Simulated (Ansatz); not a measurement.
## HfO2, fluorite: band edges under a change of volume

How fast do the gaps move when the cell is scaled evenly? The geometries come from the semilocal relaxation. The symmetry of the cell is held, so distortions that would lower it, which this phase may prefer, aren't tested.

Calculated with Ansatz 0.2.0, HSE06, PAW files of the set soft_1, cutoff 600 eV, Fermi–Dirac smearing 0.02 eV, k-mesh 6×6×6, no spin polarisation, no spin-orbit coupling.

Reference cell, relaxed at zero pressure with PBEsol (Fm-3m): a = 3.5668 Å, b = 3.5668 Å, c = 3.5668 Å, α = 60.00°, β = 60.00°, γ = 60.00°.

```
atom       x       y       z
  Hf  0.0000  0.0000  0.0000
   O  0.2500  0.2500  0.2500
   O  0.7500  0.7500  0.7500
```

Levels are read on the k-mesh and along lines from Γ to X = (0.5, 0, 0.5), L = (0.5, 0.5, 0.5), K = (0.375, 0.375, 0.75) and W = (0.5, 0.25, 0.75) in the reciprocal basis of this cell (the letters only name these points), and count from the highest filled level.

```
ln(V/V0)  gap (eV)  direct gap at Γ (eV)  lowest empty at X (eV)
 −0.0619     5.611                 6.459                   5.611
 −0.0408     5.552                 6.400                   5.552
  0.0000     5.436                 6.280                   5.436
  0.0198     5.379                 6.219                   5.379
  0.0392     5.322                 6.157                   5.322
  0.0583     5.265                 6.095                   5.265
```

**Question.** Fit the direct gap at Γ and give it at ln(V/V0) = −0.0202, a row left out above.

A straight line through the 6 rows: the means are 0.002433 for ln(V/V0) and 6.2683 for the level, Σ(Δx)² = 0.01079 and ΣΔxΔy = −0.03262, so the slope is −0.03262/0.01079 = −3.0237 and the intercept 6.2683 − (−3.0237)(0.002433) = 6.2757.

The slope is the volume deformation potential of this gap, −3.02 eV, as a mean over the range. The line gives 6.337 eV. The run itself gives 6.341 eV, so the estimate misses by 0.004 eV; the fitted rows themselves lie up to 0.004 eV off the law.

The gap lies below the direct one at Γ in every row.

[Logs are printed without paths, hosts, clocks, repeated set-up lines and the standing remarks that a program may print on its own settings, such as how far it seeks lower states.]
